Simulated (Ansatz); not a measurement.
# What ZrC (model cell, started as CsCl type) distorts into, part 2 of 2

Aim: this structure of ZrC (model cell, started as CsCl type) is to be tested for unstable modes, and one is followed downhill.

Ansatz 0.2.0; DFT LDA, scalar-relativistic, plane waves, PAW.

So far, highest frequency on path, mesh or solved points (cm⁻¹): step 2 (the dispersion) 483. Also lowest frequency on the path (cm⁻¹): step 2 -269.

The structure was built from a prototype and need not be the compound's stable phase.

**5. Energy along the mode, all amplitudes (two of the runs are shown above)**

An imaginary frequency means negative curvature, so the energy should fall and then rise again as anharmonic terms take over.

Numbers from this step:

```
depth at the lowest point sampled  : 99.78 meV/atom
largest atomic shift at that point : 0.45 Å
```

Energy from the parent against largest atomic shift:

```csv
largest atomic shift (Å),energy from the parent (meV/atom)
0.000,0
0.040,-1.01
0.080,-4.42
0.140,-16.5
0.220,-43.6
0.320,-77.0
0.450,-99.8
0.600,-64.1
```

Displacement at unit largest shift by atom:

```csv
atom,x (Å),y (Å),z (Å),size
Zr1,0.00,0.00,0.00,0.00
Zr2,0.00,0.00,0.00,0.00
C3,-1.00,0.00,0.00,1.00
C4,1.00,0.00,0.00,1.00
```

The lowest step is at 0.45 Å, 99.8 meV/atom below the parent, and the energy rises beyond it.

**6. Relaxation from the frozen mode**

Starting from the lowest point found, all atoms and the cell are let go, so that strain and other modes of the same symmetry can join in.

input.yaml

```yaml
crystal:
  lattice:
    - [-2.8705367897, 0.0, 0.0]
    - [0.0, -2.8705367897, -2.8705367897]
    - [0.0, -2.8705367897, 2.8705367897]
  atoms:
    - { symbol: Zr, position: [1.0, 0.5, 0.5] }
    - { symbol: Zr, position: [1.0, 1.0, 0.0] }
    - { symbol: C, position: [0.6567651046, 0.0, 0.5] }
    - { symbol: C, position: [0.3432348954, 0.5, 0.0] }
kpoints:
  mp_grid: { grid: [12, 10, 10] }
hamiltonian:
  xc: lda
scf:
  occupations: { method: methfessel_paxton, width: 0.15 }
output:
  forces: true
  stress: true
  eigenvalues: true
relax:
  adjacent_minimum: "off"
  f_tol: 0.002
  max_steps: 120
  cell: { stress_tol: 0.03 }
```

Run with:

```
> ansatz run input.yaml --threads 4 --pin off --max-ram 7168MiB --backend cpu --events-out ev --progress --plain --runs-dir out
```

What it wrote:

```text
[...]
Crystal: 4 atoms, lattice volume = 47.306 Å³
Basis set: ecut = 420 eV, 929 PW (Γ)
Bands: 20, of which v1, the nominal top of the filled ones, is band 16 counted from 1 (15 counted from 0)
Symmetry: 16 space group operations
[...]
k-points: 147 of 1200
[...]
SCF iter   1: F=—  HF=-8640.203001 eV  |F-HF|=—  |Δ(HF+E_count)|=         —  Δρ=9.50e-3  dr2=3.83e-2  ethr=1.77e-3  ⟨swp⟩=4.8  Hψ=12831  notcnv=0
[...]
SCF iter   6: F=-8640.195327 eV  HF=-8640.195327 eV  |F-HF|=4.08e-9  |Δ(HF+E_count)|=   9.15e-8  S|Δr|=    0.00e0  Δρ=7.64e-6  dr2=1.90e-8  ethr=3.13e-10  ⟨swp⟩=4.2  Hψ=10435  notcnv=0
SCF 1 converged in 6 iterations: F = -8640.195327 eV  dr2 = 1.90e-8
[...]
relax step   1: F+E_penalty+E_count = -8640.19532698 eV  Δ(F+E_penalty+E_count) = +0.000e0 eV  max|allowed force component| = 5.176e-2 eV/Å  Δτ_max = 0.0000 Å  P = +15.020 GPa  Ω = 47.306 Å³  (6 SCF iters, dr2 threshold 1.00e-7 eV, accepted)
Crystal: 4 atoms, lattice volume = 50.972 Å³
Basis set: ecut = 420 eV, 1009 PW (Γ)
[...]
SCF iter   6: F=-8640.545928 eV  HF=-8640.545928 eV  |F-HF|=1.60e-9  |Δ(HF+E_count)|=   4.98e-7  S|Δr|=    0.00e0  Δρ=1.10e-5  dr2=2.96e-8  ethr=1.25e-9  ⟨swp⟩=5.9  Hψ=13722  notcnv=0
the search or the solves at the SCF's close seem to have found levels that the self-consistency loop had missed (the run counts 1). By its estimate they hold under 1e-12 electrons; where the run keeps them, the occupations were computed again with them
SCF 2 converged in 6 iterations: F = -8640.545928 eV  dr2 = 2.96e-8
relax step   2: F+E_penalty+E_count = -8640.54592797 eV  Δ(F+E_penalty+E_count) = -3.506e-1 eV  max|allowed force component| = 2.444e-1 eV/Å  Δτ_max = 0.0651 Å  P = -2.808 GPa  Ω = 50.972 Å³  energy of the carried Pulay correction = -6.217e-3 eV  (6 SCF iters, dr2 threshold 4.00e-7 eV, accepted)
Crystal: 4 atoms, lattice volume = 50.207 Å³
Basis set: ecut = 420 eV, 993 PW (Γ)
[...]
SCF iter   5: F=-8640.556059 eV  HF=-8640.556059 eV  |F-HF|=5.12e-8  |Δ(HF+E_count)|=   2.35e-7  S|Δr|=    0.00e0  Δρ=1.65e-5  dr2=1.11e-7  ethr=1.25e-9  ⟨swp⟩=5.1  Hψ=13701  notcnv=0
SCF 3 converged in 5 iterations: F = -8640.556059 eV  dr2 = 1.11e-7
relax step   3: F+E_penalty+E_count = -8640.55605885 eV  Δ(F+E_penalty+E_count) = -1.013e-2 eV  max|allowed force component| = 2.918e-2 eV/Å  Δτ_max = 0.0096 Å  P = -0.271 GPa  Ω = 50.207 Å³  energy of the carried Pulay correction = -4.958e-3 eV  (5 SCF iters, dr2 threshold 4.00e-7 eV, accepted)
[...]
relax step   4: F+E_penalty+E_count = -8640.55918127 eV  Δ(F+E_penalty+E_count) = -3.122e-3 eV  max|allowed force component| = 4.849e-2 eV/Å  Δτ_max = 0.0022 Å  P = -0.017 GPa  Ω = 50.292 Å³  energy of the carried Pulay correction = -5.100e-3 eV  (5 SCF iters, dr2 threshold 4.00e-7 eV, accepted)
[...]
relax step   5: F+E_penalty+E_count = -8640.55948901 eV  Δ(F+E_penalty+E_count) = -3.077e-4 eV  max|allowed force component| = 2.230e-4 eV/Å  Δτ_max = 0.0124 Å  P = -0.011 GPa  Ω = 50.452 Å³  energy of the carried Pulay correction = -5.364e-3 eV  (5 SCF iters, dr2 threshold 1.47e-7 eV, accepted)
[...]
relax step   6: F+E_penalty+E_count = -8640.56958735 eV  Δ(F+E_penalty+E_count) = -1.010e-2 eV  max|allowed force component| = 1.373e-3 eV/Å  Δτ_max = 0.0000 Å  P = +0.211 GPa  Ω = 50.452 Å³  stress off target by 3.15e-1 GPa  SCF on the basis re-selected at this cell (its energy is not comparable with the rows above)  (6 SCF iters)
[...]
relax step   7: F+E_penalty+E_count = -8640.56956142 eV  Δ(F+E_penalty+E_count) = +2.594e-5 eV  max|allowed force component| = 8.246e-4 eV/Å  Δτ_max = 0.0009 Å  P = +0.028 GPa  Ω = 50.499 Å³  energy of the carried Pulay correction = -7.908e-5 eV  (4 SCF iters, dr2 threshold 2.48e-7 eV, accepted)
[...]
relax step   8: F+E_penalty+E_count = -8640.56966222 eV  Δ(F+E_penalty+E_count) = -1.008e-4 eV  max|allowed force component| = 8.401e-4 eV/Å  Δτ_max = 0.0000 Å  P = +0.028 GPa  Ω = 50.499 Å³  stress off target by 3.11e-2 GPa  SCF on the basis re-selected at this cell (its energy is not comparable with the rows above)  (5 SCF iters)
[...]
relax step   9: F+E_penalty+E_count = -8640.56965034 eV  Δ(F+E_penalty+E_count) = +1.187e-5 eV  max|allowed force component| = 2.210e-5 eV/Å  Δτ_max = 0.0001 Å  P = +0.000 GPa  Ω = 50.507 Å³  energy of the carried Pulay correction = -1.251e-5 eV  (4 SCF iters, dr2 threshold 2.41e-9 eV, accepted)
[...]
SCF iter   4: F=-8640.569664 eV  HF=-8640.569664 eV  |F-HF|=5.46e-12  |Δ(HF+E_count)|=  3.64e-12  S|Δr|=    0.00e0  Δρ=9.56e-8  dr2=5.88e-12  ethr=1.00e-12  ⟨swp⟩=5.1  Hψ=11984  notcnv=0
SCF 10 converged in 4 iterations: F = -8640.569664 eV  dr2 = 5.88e-12
relax step  10: F+E_penalty+E_count = -8640.56966407 eV  Δ(F+E_penalty+E_count) = -1.373e-5 eV  max|allowed force component| = 1.996e-5 eV/Å  Δτ_max = 0.0000 Å  P = +0.000 GPa  Ω = 50.507 Å³  stress off target by 1.92e-4 GPa  SCF on the basis re-selected at this cell (its energy is not comparable with the rows above)  (4 SCF iters)
[...]
SCF converged after 4 iterations
[...]
Free energy (F): -8640.569664 eV
[...]
Internal energy: -8640.568599 eV  (E = F + TS)
E sigma→0 (E₀):  -8640.569398 eV
Entropy (-TS):   -0.001065 eV (-0.266 meV/atom)
Fermi energy:    15.183826 eV
[...]
--- Forces (eV/Å), atoms counted from 1 ---
  atom   1  Zr    -0.00000000     0.00000000     0.00000000
  atom   2  Zr     0.00000000    -0.00000000    -0.00000000
  atom   3  C     -0.00001996    -0.00000000     0.00000000
  atom   4  C      0.00001996     0.00000000    -0.00000000
  max |Σ_I F_I| component: 1.56e-17 eV/Å
--- Stress (GPa, compression-positive) ---
        0.000192      -0.000000       0.000000
       -0.000000       0.000185       0.000000
        0.000000       0.000000       0.000185
  P = ⅓ Tr σ = 0.0002 GPa (0.002 kbar)
--- Band table (eV; the first three rows and the last of 147) ---
  k-point 0: bands = [... 12 lower, 13.4613, 13.4613, 14.4105, 15.1012, 15.1012, 17.2661, 19.5550, 19.8813]
  k-point 1: bands = [... 12 lower, 13.3488, 13.4407, 14.5584, 14.8641, 15.3007, 17.3070, 19.1700, 19.6327]
  k-point 2: bands = [... 12 lower, 13.2245, 13.3826, 14.2890, 14.7180, 15.8121, 17.3646, 18.6809, 19.4399]
  k-point 146: bands = [... 12 lower, 12.9943, 12.9943, 13.2565, 13.2565, 17.3576, 17.3576, 18.4166, 18.4166]
--- Relaxed structure (7 steps of the walk, 7 accepted, 3 SCFs on fresh bases) ---
  F+E_penalty+E_count = -8640.56966407 eV   max|allowed force component| = 1.996e-5 eV/Å   (the final SCF, on the basis selected at the relaxed cell)
  cell:  # Å, volume = 50.5072 Å³
    - [-2.786296, 0, 0]
    - [0, -3.010566, -3.010566]
    - [0, -3.010566, 3.010566]
  atoms:
    - { symbol: Zr, position: [1.0, 0.5, 0.5] }
    - { symbol: Zr, position: [1.0, 1.0, 0.0] }
    - { symbol: C, position: [0.688213, 0.0, 0.5] }
    - { symbol: C, position: [0.311787, 0.5, 0.0] }
```

Run time: 18 s. Hardware: 4 threads of Arm Neoverse V2, shared host; peak memory 0.44 GiB; 67 s of CPU time.

Step by step:

```csv
step,energy less that of the first step (eV),largest force component (eV/Å),pressure (GPa),volume (Å³)
1,0.0000,0.0518,15.02,47.31
2,-0.3506,0.2444,-2.81,50.97
3,-0.3607,0.0292,-0.27,50.21
4,-0.3639,0.0485,-0.02,50.29
5,-0.3642,0.0002,-0.01,50.45
6*,-0.3743,0.0014,0.21,50.45
7,-0.3742,0.0008,0.03,50.50
8*,-0.3743,0.0008,0.03,50.50
9,-0.3743,0.0000,0.00,50.51
10*,-0.3743,0.0000,0.00,50.51
```

Relaxation steps marked * repeat the geometry before them on a plane-wave basis chosen anew for their cell, so energy and pressure can jump there.

Forces are held to the 16 operations that the program found; a distortion that breaks them can't arise in this run.

```csv
cell as run,before,after,change
a (Å),2.871,2.786,-2.9 %
b (Å),4.060,4.258,+4.9 %
c (Å),4.060,4.258,+4.9 %
volume (Å³/atom),11.83,12.63,+6.8 %
```

The atoms that moved most (Å, as changes of fractional coordinates times the final cell):

```csv
atom,dx,dy,dz,length
C3,-0.088,0.000,0.000,0.088
C4,0.088,0.000,0.000,0.088
```

The relaxed structure:

```xyz
4
Lattice="-2.7863 0.0000 0.0000 0.0000 -3.0106 -3.0106 0.0000 -3.0106 3.0106" Properties=species:S:1:pos:R:3 pbc="T T T"
Zr   -2.7863   -3.0106    0.0000
Zr   -2.7863   -3.0106   -3.0106
C    -1.9176   -1.5053    1.5053
C    -0.8687   -1.5053   -1.5053
```

This step gave:

| Quantity | Value |
| --- | --- |
| pressure | 1.87e-4 GPa |
| volume per atom | 12.63 Å³ |

The distorted start has space group P4/nmm; the relaxation ends in P4/nmm.

**7. The new phase in its own primitive cell**

The relaxed structure is symmetrised, reduced to its primitive cell and relaxed tightly, as its phonons need.

input.yaml, the sections that differ from step 6:

```yaml
crystal:
  lattice:
    - [4.2575825839, 0.0, 0.0]
    - [0.0, 4.2575825839, 0.0]
    - [0.0, 0.0, 2.7862955342]
  atoms:
    - { symbol: Zr, position: [0.5, 0.5, 0.0] }
    - { symbol: Zr, position: [0.0, 0.0, 0.0] }
    - { symbol: C, position: [0.0, 0.5, 0.688213458] }
    - { symbol: C, position: [0.5, 0.0, 0.311786542] }
kpoints:
  mp_grid: { grid: [10, 10, 14] }
relax:
  adjacent_minimum: "off"
  f_tol: 0.001
  max_steps: 60
  cell: { stress_tol: 0.01 }
# hamiltonian, scf, output: as in step 6
```

What it wrote:

```text
[...]
Crystal: 4 atoms, lattice volume = 50.507 Å³
Basis set: ecut = 420 eV, 1009 PW (Γ)
Bands: 20, of which v1, the nominal top of the filled ones, is band 16 counted from 1 (15 counted from 0)
Symmetry: 16 space group operations
[...]
k-points: 168 of 1400
[...]
--- Relaxed structure (5 steps of the walk, 4 accepted, 1 SCFs on fresh bases) ---
[...]
cell:  # Å, volume = 50.5823 Å³
    - [4.255144, 0, 0.0]
    - [0, 4.255144, 0.0]
    - [0.0, 0.0, 2.793635]
  atoms:
    - { symbol: Zr, position: [0.5, 0.5, 0] }
    - { symbol: Zr, position: [0, 0, 0] }
    - { symbol: C, position: [0, 0.5, 0.689928] }
    - { symbol: C, position: [0.5, 0, 0.310072] }
[key lines of the parts left out:]
SCF converged after 4 iterations
Free energy (F): -8640.565422 eV
Fermi energy:    15.194856 eV
P = ⅓ Tr σ = 0.0004 GPa (0.004 kbar)
```

It took 13 s on 4 threads; peak memory 0.46 GiB; 49 s of CPU time.

Relaxation path:

```csv
step,energy less that of the first step (eV),largest force component (eV/Å),pressure (GPa),volume (Å³)
1,0.0000,0.0128,-0.12,50.51
2,0.0001,0.0268,0.07,50.55
3,-0.0003,0.0114,0.00,50.54
4,-0.0002,0.0015,0.00,50.57
5,-0.0002,0.0001,0.00,50.58
6*,-0.0003,0.0002,0.00,50.58
```

Relaxation steps marked * repeat the geometry before them on a plane-wave basis chosen anew for their cell, so energy and pressure can jump there. Relaxation step 2 was tried and not accepted.

Forces are held to the 16 operations that the program found; a distortion that breaks them can't arise in this run.

```csv
"conventional cell, symmetrised",before,after,change
a (Å),4.258,4.255,-0.1 %
b (Å),4.258,4.255,-0.1 %
c (Å),2.786,2.794,+0.3 %
volume (Å³/atom),12.63,12.65,+0.1 %
```

Final coordinates:

```xyz
4
Lattice="4.2551 0.0000 0.0000 0.0000 4.2551 0.0000 0.0000 0.0000 2.7936" Properties=species:S:1:pos:R:3 pbc="T T T"
Zr    2.1276    2.1276    0.0000
Zr    0.0000    0.0000    0.0000
C     0.0000    2.1276    1.9274
C     2.1276    0.0000    0.8662
```

Read from the output:

```yaml
pressure: 3.59e-4 GPa
volume_per_atom: 12.65 Å³
```

The largest force component left is 0.18 meV/Å and the pressure is 0.000 GPa, within the tolerances set. The cell now holds 12.65 Å³/atom.

**8. Modes of the new phase, k-mesh 10×10×14**

A relaxed structure may still be a saddle point, so its zone-centre modes are computed. No field response is asked, since the mesh shows no gap.

input.yaml, the sections that differ from step 7:

```yaml
crystal:
  lattice:
    - [4.2551444902, 0.0, 0.0]
    - [0.0, 4.2551444902, 0.0]
    - [0.0, 0.0, 2.7936349036]
  atoms:
    - { symbol: Zr, position: [0.5, 0.5, 0.0] }
    - { symbol: Zr, position: [0.0, 0.0, 0.0] }
    - { symbol: C, position: [0.0, 0.5, 0.68992757] }
    - { symbol: C, position: [0.5, 0.0, 0.31007243] }
output:
  eigenvalues: true
phonons:
  method: dfpt
# kpoints, hamiltonian, scf: as in step 7
# relax: removed
```

What it wrote:

```text
zone centre: on kpoints.mp_grid the ground state, and the responses unless they are solved on pairs of k-points, stand on 288 of the mesh's 1400 k-points, reduced under 4 symmetry operations, with k and −k counted as one. Each operation leaves every solved displacement unchanged or reverses it
[...]
Crystal: 4 atoms, lattice volume = 50.582 Å³
Basis set: ecut = 420 eV, 1009 PW (Γ), exchange–correlation on 60×60×40 points (8 copies of the dense FFT grid, shifted against one another)
Bands: 20, of which v1, the nominal top of the filled ones, is band 16 counted from 1 (15 counted from 0)
Symmetry: 16 space group operations
k-points: 288 of 1400 (irreducible under 4 space group operations, time reversal used)
[...]
SCF iter   1: F=—  HF=-8640.579803 eV  |F-HF|=—  |Δ(HF+E_count)|=         —  Δρ=9.87e-3  dr2=6.21e-2  ethr=1.77e-3  ⟨swp⟩=4.5  Hψ=24139  notcnv=0
[...]
SCF iter   9: F=-8640.565423 eV  HF=-8640.565423 eV  |F-HF|=1.82e-12  |Δ(HF+E_count)|=  3.64e-12  S|Δr|=    0.00e0  Δρ=3.93e-8  dr2=9.08e-13  ethr=1.00e-12  ⟨swp⟩=5.0  Hψ=22334  notcnv=0
SCF 1 converged in 9 iterations: F = -8640.565423 eV  dr2 = 9.08e-13
[...]
DFPT response loops at Γ: preconditioner auto → Kerker (q_TF=auto, 2.528 Å⁻¹) (partly filled bands, converged f_vac=0.000); β = 1.00, the filter's whole step (`scf.mixing.beta` (0.50) is not read by the response loops under this deck's `scf.mixing.preconditioner`; to damp them name `kerker` or `kerker_dos`, under which they read `scf.mixing.beta`, and type it under 1.00, their step now; both keys bind the ground state too); Broyden in place of MSR1
SCF converged after 9 iterations
[...]
Free energy (F): -8640.565423 eV
[...]
Internal energy: -8640.564428 eV  (E = F + TS)
E sigma→0 (E₀):  -8640.565174 eV
Entropy (-TS):   -0.000995 eV (-0.249 meV/atom)
Fermi energy:    15.194857 eV
[...]
--- Band table (eV; the first three rows and the last of 288) ---
  k-point 0: bands = [... 12 lower, 13.4456, 13.4456, 14.3962, 15.0575, 15.0575, 17.2013, 19.5274, 19.8734]
  k-point 1: bands = [... 12 lower, 13.2371, 13.4550, 14.6850, 15.0679, 15.0679, 16.8231, 19.1954, 19.9017]
  k-point 2: bands = [... 12 lower, 12.7268, 13.6109, 15.0231, 15.0231, 15.5248, 15.8903, 18.7335, 19.9822]
  k-point 287: bands = [... 12 lower, 12.9431, 12.9431, 13.2184, 13.2184, 17.3616, 17.3616, 18.3922, 18.3922]
--- Phonons (Γ-DFPT): 4 representative perturbations + reference, on 288 of 1400 k-points (Σ response iterations 14) ---
  k mesh reduced under 4 symmetry operations, with k and −k counted as one. Each operation leaves every solved displacement unchanged or reverses it
  ASR residual: 2.617e-5 → 0.000e0 eV/Å²; symmetrization residual: 2.171e-6 eV/Å²
  ASR residual per site (eV/Å²): 2.62e-5 2.62e-5 1.58e-5 1.58e-5
  Γ frequencies (cm⁻¹): -77.28 0.00 0.00 0.00 267.74 267.74 353.25 366.49 366.49 379.97 453.81 453.81
  non-analytic LO–TO correction: not included (Born effective charges unavailable; polar crystals: no LO–TO splitting at Γ)
```

The job ended after 35 s (4 threads; peak memory 1.2 GiB).

This step gave:

```yaml
sum_rule_residual_before_enforcement: 2.62e-5 eV/Å²
point_group: 4/mmm
highest_optical_mode_at_the_zone_centre_no_lo_to_term: 453.8 cm⁻¹
lowest_optical_zone_centre_mode: -77.28 cm⁻¹
```

Patterns of degenerate modes are one choice out of their space. Modes at Γ, with each element's share of the kinetic energy (negative means imaginary):

```csv
mode,frequency (cm⁻¹),symmetry,Zr %,C %
1,-77.3,B1g,100,0
2,0.0,acoustic,88,12
3,0.0,acoustic,88,12
4,0.0,acoustic,88,12
5,267.7,Eg,97,3
6,267.7,Eg,97,3
7,353.2,A2u,12,88
8,366.5,Eu,12,88
9,366.5,Eu,12,88
10,380.0,A1g,0,100
11,453.8,Eg,3,97
12,453.8,Eg,3,97
```

Displacements in mode 1 (-77.3 cm⁻¹), the largest set to 1:
```
Zr1  0.00  0.00 -1.00
Zr2  0.00  0.00  1.00
C3   0.00  0.00  0.00
C4   0.00  0.00  0.00
```

Displacements in mode 11 (453.8 cm⁻¹), the largest set to 1:
```
Zr1 -0.07  0.00  0.00
Zr2  0.07  0.00  0.00
C3   1.00  0.00  0.00
C4  -1.00  0.00  0.00
```

Before it was imposed, the acoustic sum rule was missed by 2.6e-5 eV/Å². Small misses are needed for a sound result but don't prove that mesh and cutoff are converged. The lowest optical mode is imaginary, 77.3i cm⁻¹, so the energy falls along it.

**9. The phases reached**

The phases reached along the modes that were followed are set side by side.

Energies are those of the first relaxation, on the mesh of the frozen mode; space group, volume and gap are those of the last relaxation. Phases, by row:

```csv
mode frozen in,space group,energy from parent (meV/atom),volume (Å³/atom),gap on mesh (eV),lowest zone-centre optical mode (cm⁻¹),largest shift (Å)
parent,Pm-3m,0,11.83,0,–,–
"q = (0, 0.25, 0.25), 234i cm⁻¹",Fm-3m,-1211,12.5,0,448.3,1.64
"q = (0, -0.5, -0.5), 229i cm⁻¹",P4/nmm,-193.3,12.65,0,-77.3,0.524
```

**10. Summary of results**

* unstable mode of the parent: q = (0, -0.5, -0.5), 229i cm⁻¹
* depth at the lowest point sampled: 99.8 meV/atom
* largest atomic shift at that point: 0.45 Å
* space group reached: P4/nmm
* energy gained over the parent (first relaxation, on the mesh of the frozen mode): 193 meV/atom
* volume per atom, phase reached: 12.6 Å³
* lowest optical zone-centre mode, phase reached: -77.3 cm⁻¹
* highest optical mode at the zone centre (no LO-TO term), phase reached: 454 cm⁻¹

**Reading.** Along this mode the structure falls into P4/nmm, 193 meV/atom below the parent. At the parent's cell the well is 99.78 meV/atom deep on the steps tried, with its lowest point at a shift of 0.45 Å. Relaxing atoms and cell changes the gain by +93.52 meV/atom against the lowest step (energies at zero smearing). The new phase still has an imaginary mode at the zone centre of its cell, so it is a saddle point on the way to a lower structure. Of the 2 patterns followed from this parent, this one ends 1017 meV/atom above the lowest, Fm-3m. Each path keeps the symmetry of its pattern, so a lower phase may lie along a pattern not tried. With no gap, or one that is small against the smearing, the frequencies hang on the k mesh and the smearing, most of all near Kohn anomalies. The starting cell was built on a prototype and not taken from a measurement, so the phase need not exist.

[Long decimals in the printed logs are rounded to 6 places.]

[Logs are printed without paths, hosts, clocks, repeated set-up lines and the standing remarks that a program may print on its own settings, such as how far it seeks lower states.]

[Hosts, paths, dates, database ids (printed as entryN), source tags and the programs' standing remarks are cut or masked in the printed files.]

[Where the starting crystal was built by hand or by swapping elements, it need not be the compound's stable phase.]
